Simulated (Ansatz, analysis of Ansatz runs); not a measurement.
# Migration barrier of interstitial H in bcc Mo, hop from a tetrahedral to the next tetrahedral site (LDA)

Aim: the migration barrier of interstitial H in bcc Mo, hop from a tetrahedral to the next tetrahedral site, to be set beside the measurement. Set-up: LDA, 32-site cell, LDA lattice, 420 eV, k: 4x4x4 Gamma-centred. The model is a cell of 32 host atoms with 1 H put in. The barrier is the energy of the highest image of a climbing band over the relaxed site that the atom leaves. A local or semilocal functional is the cheapest first rung.

**The experiment.** Migration barrier: 0.185 eV, by permeation and degassing (T > 250 K); average of cited values (quoted in “Explainable Machine Learning for Hydrogen Diffusion in Metals and Random Binary Alloys”, 2023, G. M. Lu et al., quoting earlier work (1983)). Migration barrier: 0.17 eV, by diffusion activation energy, described as experimental in the text (technique not stated; cited ref. is a first-principles paper, so the value may be second-hand) (quoted in “Ab-initio study of the transition pathways for single and double interstitial solute (H, N, O, H-H, N-N, and O-O) within bcc refractory metals (Mo and Nb)”, 2024, H. E. Quarshie et al., quoting earlier work (2017)).

Method: plane-wave PAW DFT, LDA; relaxation of all atoms of a defect supercell, in Ansatz 0.2.0.

## (1) The starting structure

The cell holds 33 atoms: 32 Mo and 1 H. Its edges and angles: a = 8.802 Å, b = 8.802 Å, c = 8.802 Å, α = 60.0°, β = 60.0°, γ = 60.0°. It derives from Mo (space group Im-3m). Nearest the centre at fractional (0.312, 0.438, 0.562): H33 at 0.00 Å, Mo29 at 1.74 Å, Mo14 at 1.74 Å, Mo7 at 1.74 Å, Mo4 at 1.74 Å, Mo11 at 2.81 Å, Mo22 at 2.81 Å, Mo13 at 2.81 Å.

The host's primitive cell comes from a first run (plane-wave PAW DFT, LDA; relaxation of the host's cell and atoms): vectors of 2.695, 2.695 and 2.695 Å. That is 15.07 Å³ an atom, 3.3 % under the diffraction cell's volume. The supercell is built on it.

## (2) Relaxation, charge 0

A barrier counts from a true minimum, so both ends of the jump are relaxed first.

start/input.yaml reads:

```yaml
relax:
  f_tol: 0.02
  max_steps: 80
  escape_saddle: false
crystal:
  lattice:
    - [0.0, 6.22417185, 6.22417185]
    - [6.22417185, 0.0, 6.22417185]
    - [6.22417185, 6.22417185, 0.0]
  atoms:
    - { symbol: Mo, position: [0.0, 0.0, 0.0] }
    - { symbol: Mo, position: [0.125, 0.125, 0.125] }
    - { symbol: Mo, position: [0.25, 0.25, 0.25] }
    - { symbol: Mo, position: [0.375, 0.375, 0.375] }
    - { symbol: Mo, position: [0.0, 0.0, 0.5] }
    - { symbol: Mo, position: [0.125, 0.125, 0.625] }
    - { symbol: Mo, position: [0.25, 0.25, 0.75] }
    - { symbol: Mo, position: [0.375, 0.375, 0.875] }
    - { symbol: Mo, position: [0.0, 0.5, 0.0] }
    - { symbol: Mo, position: [0.125, 0.625, 0.125] }
    - { symbol: Mo, position: [0.25, 0.75, 0.25] }
    - { symbol: Mo, position: [0.375, 0.875, 0.375] }
    - { symbol: Mo, position: [0.0, 0.5, 0.5] }
    - { symbol: Mo, position: [0.125, 0.625, 0.625] }
    - { symbol: Mo, position: [0.25, 0.75, 0.75] }
    - { symbol: Mo, position: [0.375, 0.875, 0.875] }
    - { symbol: Mo, position: [0.5, 0.0, 0.0] }
    - { symbol: Mo, position: [0.625, 0.125, 0.125] }
    - { symbol: Mo, position: [0.75, 0.25, 0.25] }
    - { symbol: Mo, position: [0.875, 0.375, 0.375] }
    - { symbol: Mo, position: [0.5, 0.0, 0.5] }
    - { symbol: Mo, position: [0.625, 0.125, 0.625] }
    - { symbol: Mo, position: [0.75, 0.25, 0.75] }
    - { symbol: Mo, position: [0.875, 0.375, 0.875] }
    - { symbol: Mo, position: [0.5, 0.5, 0.0] }
    - { symbol: Mo, position: [0.625, 0.625, 0.125] }
    - { symbol: Mo, position: [0.75, 0.75, 0.25] }
    - { symbol: Mo, position: [0.875, 0.875, 0.375] }
    - { symbol: Mo, position: [0.5, 0.5, 0.5] }
    - { symbol: Mo, position: [0.625, 0.625, 0.625] }
    - { symbol: Mo, position: [0.75, 0.75, 0.75] }
    - { symbol: Mo, position: [0.875, 0.875, 0.875] }
    - { symbol: H, position: [0.3125, 0.4375, 0.5625] }
basis:
  ecutwfc: 420
  xc_grid: 2
hamiltonian:
  xc: lda
kpoints:
  mp_grid: { grid: [4, 4, 4] }
scf:
  occupations: { method: methfessel_paxton, width: 0.1 }
  max_iter: 120
output:
  forces: true
checkpoint:
  write: "../start.run"
  compress: false
  write_wavefunctions: true
  write_every: 100000
```

Command:

```
$ ansatz run input.yaml --threads 4 --pin off --max-ram 14131MiB --backend cpu --events-out ev --progress --plain --runs-dir out
```

Numbers of over 12 decimals in the logs are rounded to 6 here.

Output:

```text
[... repeated set-up lines and file paths are left out, and long positions are rounded to six places ...]
Engine: ansatz 0.2.0, aarch64-unknown-linux-gnu
Pseudopotentials: kind: paw
Pseudopotential: Mo, paw, valence charge 14, recommended cutoff 420 eV (normal), Mo.paw.azcp
Pseudopotential: H, paw, valence charge 1, recommended cutoff 420 eV (normal), H.paw.azcp
Functional definition: SPW92
  exchange = slater_x
  correlation = pw_c
Crystal: 33 atoms, lattice volume = 482.253 Å³
Basis set: ecut = 420 eV, 9409 PW (Γ), exchange–correlation on 120×120×120 points (8 copies of the dense FFT grid, shifted against one another)
Bands: 270, of which v1, the nominal top of the filled ones, is band 225 counted from 1 (224 counted from 0)
Symmetry: 8 space group operations
Space group: I-42m (ITA 121), of the structure as read, at distance tolerance 7.8e-5 Å
k-points: 13 of 64 (time reversal used)
Non-local potential: Mo, projectors of the file, l = 0: 3, l = 1: 2, l = 2: 2, l = 3: 1
Non-local potential: H, projectors of the file, l = 0: 2, l = 1: 1
PAW form: soft (Blöchl's): semilocal exchange-correlation on the pseudo side does not see the compensation charge
PAW frozen core: Mo, regenerated for the run's functional, and the local potential with it (the file was generated under x = pbe(κ = 0.804, μ = 0.219515), c = pbe(β = 0.066725))
PAW one-centre angular grid: Mo, 590 points (default); XC on 64 Gauss nodes
PAW one-centre angular grid: H, 110 points (default); XC on 64 Gauss nodes
Initial density: superposition of atomic densities (neutral atoms: chi_scale 0, normalization atom), corrected by the library's trained network
Initial wavefunctions: pseudopotential atomic-orbital guess
Functional: x = slater, c = lda
SCF iter   1: F=—  HF=-154986.241780 eV  |F-HF|=—  |Δ(HF+E_count)|=         —  Δρ=8.02e-3  dr2=2.55e-1  ethr=1.77e-3  ⟨swp⟩=4.7  Hψ=11550  notcnv=0
preconditioner: auto → Kerker (q_TF=auto, 2.696 Å⁻¹)  [metal: Δε(μ)=0.002 eV  Ē_g=4.452 eV  σ=0.100 eV  W_gap=0.01  n_scr=168 (ndim 8)  ℏωp=23.5 eV  f_vac=0.000  D(μ)=24.38/eV (n_scr^D=228)]
SCF iter   2: F=—  HF=-154986.225775 eV  |F-HF|=—  |Δ(HF+E_count)|=   1.60e-2  S|Δr|=    0.00e0  Δρ=4.40e-3  dr2=7.09e-2  ethr=5.69e-5  ⟨swp⟩=1.0  Hψ=4043  notcnv=0
SCF iter   3: F=—  HF=-154986.216955 eV  |F-HF|=—  |Δ(HF+E_count)|=   8.82e-3  S|Δr|=    0.00e0  Δρ=2.53e-4  dr2=5.90e-4  ethr=1.58e-5  ⟨swp⟩=2.0  Hψ=3851  notcnv=0
SCF iter   4: F=—  HF=-154986.214754 eV  |F-HF|=—  |Δ(HF+E_count)|=   2.20e-3  S|Δr|=    0.00e0  Δρ=8.62e-5  dr2=8.76e-5  ethr=1.31e-7  ⟨swp⟩=2.0  Hψ=4370  notcnv=0
SCF iter   5: F=-154986.214740 eV  HF=-154986.214742 eV  |F-HF|=2.24e-6  |Δ(HF+E_count)|=   1.16e-5  S|Δr|=    0.00e0  Δρ=1.63e-5  dr2=2.66e-6  ethr=2.23e-9  ⟨swp⟩=2.8  Hψ=11307  notcnv=0
SCF 1 converged in 5 iterations: F = -154986.214740 eV  dr2 = 2.66e-6
  greatest PAW one-centre occupation: 0.999 electrons in one spin orbital (limit 2), on the Mo atom at site 28 (counted from 0), in its partial waves of l = 0
relax step   1: F+E_penalty+E_count = -154986.21473968 eV  Δ(F+E_penalty+E_count) = +0.000e0 eV  max|allowed force component| = 1.695e0 eV/Å  Δτ_max = 0.0000 Å  (5 SCF iters, dr2 threshold 1.00e-5 eV, accepted)
[... the SCF cycles and remarks between the steps are left out from here to the last step ...]
relax step   2: F+E_penalty+E_count = -154986.41220257 eV  Δ(F+E_penalty+E_count) = -1.975e-1 eV  max|allowed force component| = 6.429e-1 eV/Å  Δτ_max = 0.1113 Å  (5 SCF iters, dr2 threshold 1.00e-4 eV, accepted)
relax step   3: F+E_penalty+E_count = -154986.50763096 eV  Δ(F+E_penalty+E_count) = -9.543e-2 eV  max|allowed force component| = 8.468e-2 eV/Å  Δτ_max = 0.0387 Å  (5 SCF iters, dr2 threshold 2.58e-5 eV, accepted)
relax step   4: F+E_penalty+E_count = -154986.51096652 eV  Δ(F+E_penalty+E_count) = -3.336e-3 eV  max|allowed force component| = 3.656e-2 eV/Å  Δτ_max = 0.0063 Å  (5 SCF iters, dr2 threshold 4.48e-7 eV, accepted)
relax step   5: F+E_penalty+E_count = -154986.47208783 eV  Δ(F+E_penalty+E_count) = +3.888e-2 eV  max|allowed force component| = 1.966e-1 eV/Å  Δτ_max = 0.0256 Å  (6 SCF iters, rejected (line search))
relax step   6: F+E_penalty+E_count = -154986.51346681 eV  Δ(F+E_penalty+E_count) = -2.500e-3 eV  max|allowed force component| = 4.317e-2 eV/Å  Δτ_max = 0.0055 Å  (6 SCF iters, accepted)
relax step   7: F+E_penalty+E_count = -154986.51478651 eV  Δ(F+E_penalty+E_count) = -1.320e-3 eV  max|allowed force component| = 2.646e-2 eV/Å  Δτ_max = 0.0085 Å  (5 SCF iters, accepted)
SCF iter   1: F=—  HF=-154986.517719 eV  |F-HF|=—  |Δ(HF+E_count)|=         —  Δρ=5.36e-4  dr2=6.75e-4  ethr=1.37e-6  ⟨swp⟩=5.0  Hψ=7319  notcnv=0  defer=156
SCF iter   2: F=—  HF=-154986.517653 eV  |F-HF|=—  |Δ(HF+E_count)|=   6.65e-5  S|Δr|=    0.00e0  Δρ=3.11e-4  dr2=2.47e-4  ethr=1.50e-7  ⟨swp⟩=1.2  Hψ=4047  notcnv=0  defer=146
SCF iter   3: F=—  HF=-154986.517616 eV  |F-HF|=—  |Δ(HF+E_count)|=   3.69e-5  S|Δr|=    0.00e0  Δρ=2.48e-5  dr2=2.27e-6  ethr=5.50e-8  ⟨swp⟩=2.0  Hψ=4374  notcnv=0  defer=146
SCF iter   4: F=—  HF=-154986.515428 eV  |F-HF|=—  |Δ(HF+E_count)|=   2.19e-3  S|Δr|=    0.00e0  Δρ=3.93e-6  dr2=1.40e-7  ethr=5.06e-10  ⟨swp⟩=2.8  Hψ=4698  notcnv=0  defer=146
SCF iter   5: F=-154986.515428 eV  HF=-154986.515428 eV  |F-HF|=2.76e-9  |Δ(HF+E_count)|=   1.04e-8  S|Δr|=    0.00e0  Δρ=1.20e-6  dr2=5.39e-9  ethr=2.23e-11  ⟨swp⟩=4.7  Hψ=10410  notcnv=0
SCF 8 converged in 5 iterations: F = -154986.515428 eV  dr2 = 5.39e-9
relax step   8: F+E_penalty+E_count = -154986.51542797 eV  Δ(F+E_penalty+E_count) = -6.415e-4 eV  max|allowed force component| = 2.920e-3 eV/Å  Δτ_max = 0.0035 Å  (5 SCF iters, accepted)
NSCF: frozen V_eff on 13 k-points
the band table was solved once a step of the walk had ended and its energy, with any forces and stress, was formed, with the checks that follow a solve (12561 applications of the Hamiltonian). They found nothing against the state; [...]
SCF converged after 5 iterations
Stability not checked: this state was not tested for a lower state beside it, because cold or Methfessel-Paxton smearing, or corrected tetrahedra, fill the levels in a way that the test cannot read (fill_not_monotonic; see scf.lower_state_search)
Free energy (F): -154986.515428 eV
Harris-Foulkes:  -154986.515428 eV  (|F-HF|=2.76e-9)
Internal energy: -154986.510173 eV  (E = F + TS)
E sigma→0 (E₀):  -154986.514114 eV
Entropy (-TS):   -0.005255 eV (-0.159 meV/atom)
Fermi energy:    21.801486 eV
--- Per-component energies (eV) ---
  E_band       = -1442.100095
  E_kinetic    = 14194.948867
  E_local      = -24390.773110  (includes V_loc(G=0)·N_el)
  E_nonlocal   = 4734.021999
  E_hartree    = 8051.905881
  E_xc         = -5869.656990
  E_vxc        = -7359.235629  (∫ρ·V_xc dr)
  E_paw        = -98866.136246  (= ΣΔE_a)
  E_vpaw       = -4724.873181  (= ΣTr[D̂ρ^β])
  E_aug_tail   = -0.000173  (compensation charges beyond the density's cutoff)
  E_ewald      = -52855.950519
  E_core_change = 15.130119  (= ΣΔE_core)
  E_smearing   = -0.005255  (= −TS)
  E_closure    = 0.000000  (closes the sum)
  Σ components = -154986.515428   (vs F -154986.515428, Δ=0.00e0)
--- Forces (eV/Å), atoms counted from 1 ---
  atom   1  Mo    -0.00000000     0.00181814    -0.00025741
  atom   2  Mo    -0.00131110    -0.00260339    -0.00030478
  atom   3  Mo    -0.00030478     0.00260339     0.00131110
  atom   4  Mo     0.00116314    -0.00064708     0.00000000
  atom   5  Mo     0.00030478     0.00260339    -0.00131110
  atom   6  Mo     0.00008660    -0.00250182    -0.00061474
  atom   7  Mo     0.00000000     0.00064708     0.00116314
  atom   8  Mo    -0.00292002    -0.00084412     0.00000000
  atom   9  Mo     0.00061474     0.00250182     0.00008660
  atom  10  Mo     0.00109448    -0.00265932     0.00000000
  atom  11  Mo    -0.00000000     0.00084412    -0.00292002
  atom  12  Mo    -0.00008660    -0.00250182     0.00061474
  atom  13  Mo    -0.00000000     0.00084412     0.00292002
  atom  14  Mo    -0.00116314    -0.00064708     0.00000000
  atom  15  Mo     0.00061474     0.00250182    -0.00008660
  atom  16  Mo     0.00131110    -0.00260339    -0.00030478
  atom  17  Mo     0.00000000     0.00265932     0.00109448
  atom  18  Mo    -0.00025741    -0.00181814     0.00000000
  atom  19  Mo    -0.00061474     0.00250182    -0.00008660
  atom  20  Mo     0.00131110    -0.00260339     0.00030478
  atom  21  Mo    -0.00061474     0.00250182     0.00008660
  atom  22  Mo     0.00292002    -0.00084412     0.00000000
  atom  23  Mo     0.00000000     0.00265932    -0.00109448
  atom  24  Mo    -0.00008660    -0.00250182    -0.00061474
  atom  25  Mo    -0.00030478     0.00260339    -0.00131110
  atom  26  Mo     0.00008660    -0.00250182     0.00061474
  atom  27  Mo     0.00000000     0.00181814     0.00025741
  atom  28  Mo    -0.00109448    -0.00265932    -0.00000000
  atom  29  Mo     0.00000000     0.00064708    -0.00116314
  atom  30  Mo    -0.00131110    -0.00260339     0.00030478
  atom  31  Mo     0.00030478     0.00260339     0.00131110
  atom  32  Mo     0.00025741    -0.00181814     0.00000000
  atom  33  H      0.00000000     0.00000000     0.00000000
  max |Σ_I F_I| component: 8.46e-18 eV/Å
--- Band table (eV; the first three rows and the last of 13) ---
  k-point 0: bands = ["-39.3844", "-39.1964", "-39.1964", "-39.1846", [... 262 left out ...] "24.1260", "24.1427", "24.1427", "24.1632"]
  k-point 1: bands = ["-39.3674", "-39.2538", "-39.2054", "-39.1928", [... 262 left out ...] "23.8925", "23.9901", "23.9966", "24.0985"]
  [... further k-points left out ...]
--- Relaxed structure (8 steps of the walk, 7 accepted, 0 SCFs on fresh bases) ---
  F+E_penalty+E_count = -154986.51542797 eV   max|allowed force component| = 2.920e-3 eV/Å
  atoms:
    - { symbol: Mo, position: [0.000637, -0.001474, 0.001474] }
    - { symbol: Mo, position: [0.123884, 0.124526, 0.126698] }
    - { symbol: Mo, position: [0.249892, 0.248884, 0.249526] }
    - { symbol: Mo, position: [0.376778, 0.373222, 0.365941] }
    - { symbol: Mo, position: [-0.000474, 0.001698, 0.499892] }
    - { symbol: Mo, position: [0.124393, 0.125251, 0.624324] }
    - { symbol: Mo, position: [0.248222, 0.240941, 0.759059] }
    - { symbol: Mo, position: [0.374520, 0.375480, 0.875597] }
    - { symbol: Mo, position: [0.000251, 0.499324, 0.001032] }
    - { symbol: Mo, position: [0.124107, 0.625893, 0.123872] }
    - { symbol: Mo, position: [0.250480, 0.750597, 0.249403] }
    - { symbol: Mo, position: [0.374324, 0.876032, 0.374393] }
    - { symbol: Mo, position: [-0.000597, 0.499520, 0.500480] }
    - { symbol: Mo, position: [0.115941, 0.634059, 0.626778] }
    - { symbol: Mo, position: [0.250676, 0.749749, 0.750607] }
    - { symbol: Mo, position: [0.375108, 0.873302, 0.875474] }
    - { symbol: Mo, position: [0.500893, -0.001128, 0.001128] }
    - { symbol: Mo, position: [0.624363, 0.125637, 0.123526] }
    - { symbol: Mo, position: [0.751032, 0.249393, 0.250251] }
    - { symbol: Mo, position: [0.876698, 0.374892, 0.373884] }
    - { symbol: Mo, position: [0.500607, -0.001032, 0.500676] }
    - { symbol: Mo, position: [0.625597, 0.124403, 0.624520] }
    - { symbol: Mo, position: [0.751128, 0.249107, 0.750893] }
    - { symbol: Mo, position: [0.873968, 0.375676, 0.874749] }
    - { symbol: Mo, position: [0.501116, 0.500108, -0.001698] }
    - { symbol: Mo, position: [0.624749, 0.625607, 0.123968] }
    - { symbol: Mo, position: [0.751474, 0.749363, 0.250637] }
    - { symbol: Mo, position: [0.873872, 0.876128, 0.374107] }
    - { symbol: Mo, position: [0.509059, 0.501778, 0.498222] }
    - { symbol: Mo, position: [0.625474, 0.626116, 0.625108] }
    - { symbol: Mo, position: [0.748302, 0.750474, 0.751116] }
    - { symbol: Mo, position: [0.873526, 0.876474, 0.874363] }
    - { symbol: H, position: [0.3125, 0.437500, 0.5625] }
```

The job ended after 5.4 min (4 threads of Arm Neoverse V2, shared host; peak memory 3.7 GiB; 20 min of CPU time).

The steps of the relaxation:

```csv
step,energy less that of the first step (eV),largest force component (eV/Å)
1,0.0000,1.6955
2,-0.1975,0.6429
3,-0.2929,0.0847
4,-0.2962,0.0366
5,-0.2573,0.1966
6,-0.2987,0.0432
7,-0.3000,0.0265
8,-0.3007,0.0029
```

Relaxation step 5 was tried and not accepted.

The run keeps the 8 symmetry operations that it works with, so distortions that break them were not tested.

The atoms that moved most (Å):

```csv
atom,dx,dy,dz,length
Mo14,0.067,-0.045,0.000,0.081
Mo4,-0.067,-0.045,0.000,0.081
Mo29,0.000,0.045,0.067,0.081
Mo7,0.000,0.045,-0.067,0.081
Mo1,0.000,0.013,-0.005,0.014
Mo18,-0.005,-0.013,0.000,0.014
Mo32,0.005,-0.013,0.000,0.014
Mo27,0.000,0.013,0.005,0.014
```

Neighbours of H33 at the end:

```csv
atom,distance (Å)
Mo7,1.820
Mo4,1.820
Mo29,1.820
Mo14,1.820
Mo8,2.810
Mo22,2.810
Mo11,2.810
Mo13,2.810
```

Read from the output:

| Property | Result |
| --- | --- |
| free energy | -154986.5154 eV |
| smearing term TS | 0.005255 eV |

The series, run alike:

```csv
run,outcome,energy less the first (eV),moment (μB),time
"relaxation, charge 0",converged,0.0000,0.00,5.4 min
"relaxation, charge 0",converged,0.0000,0.00,5.4 min
```

The relaxation ends 9.1 meV an atom lower, with a largest force component of 0.0029 eV/Å.

[end of part 1 of 2]

[Logs are printed without paths, hosts, clocks, repeated set-up lines and the standing remarks that a program may print on its own settings, such as how far it seeks lower states.]

[Hosts, paths, dates, database ids (printed as entryN), source tags and the programs' standing remarks are cut or masked in the printed files.]

[For some hosts the program warned that the k-mesh of the response run may be too coarse for force constants and the static dielectric constant; such warnings are not shown here.]
